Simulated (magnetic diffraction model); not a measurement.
## Magnetic neutron pattern of PrBe₂Ge₂

Space group I4/mmm (no. 139), a = 4.0030 Å, c = 10.3790 Å.

```
site  atom    x  y       z
  2a    Pr    0  0       0
  4e    Ge    0  0  0.3840
  4d    Be  1/2  0     1/4
```

This is a made-up structure (elements placed in a structure type, unrelaxed), so the numbers test the method and describe no known phase.

Only Pr is taken to order (form factors of Pr3+); orders and moment sizes are assumed, and not adapted to the symmetry. Radiation: neutrons of λ = 2.41 Å, 1.5° to 80°; isotropic B of 0.44 Å² (Pr), 0.81 Å² (Ge) and 1.07 Å² (Be). The intensities are simulated: I ∝ L Σ (|F_N|² + |F_M⊥|²) for unpolarised neutrons, with F_M = 2.695 fm/μB × Σ f(s) S exp(2πi Q·r) exp(−B s²) at Q = H ± k (one set where k and −k are equivalent), only the part normal to Q counting and L = 1/(sin²θ cos θ). For collinear order S is the moment m, which repeats by lattice and centring translations R with the sign exp(−2πi k·R). Form factors are spin-only for 3d ions and dipole or tabulated for f ions, scattering lengths are Sears's of 1992, and absorption is left out. A label names one of the reflections at its angle. The strongest nuclear line in the range is 100, and lines under 0.2 are left out.

Assume the order k = (0 0 0), collinear moments along [111], 3 μB on Pr.

Q: Where does magnetic intensity appear, and how strong is it?

| 2θ (°) | index | nuclear | magnetic |
| --- | --- | --- | --- |
| 26.85 | (0 0 2) | 17.8 | 3.0 |
| 37.65 | (1 0 1) | 26.0 | 21.3 |
| 50.39 | (1 1 0) | 4.1 | 6.5 |
| 54.82 | (1 0 3) | 45.5 | 6.2 |
| 55.34 | (0 0 4) | 1.0 | 0.7 |
| 58.02 | (1 1 2) | 100.0 | 8.0 |
| 74.03 | (2 0 0) | 94.5 | 3.0 |
| 78.10 | (1 1 4) | 93.7 | 3.2 |

The strongest magnetic line in the range is (1 0 1) at 37.65° (21.3). On top of the Lorentz factor, which all lines share, magnetic lines fade with angle because f falls: for Pr3+ it is 0.97, 0.88, 0.76 and 0.50 at sin θ/λ = 0.1, 0.2, 0.3 and 0.5 Å⁻¹, while nuclear lengths stay constant. The net moment is 3.00 μB a primitive cell.

[Logs are printed without paths, hosts, clocks, repeated set-up lines and the standing remarks that a program may print on its own settings, such as how far it seeks lower states.]
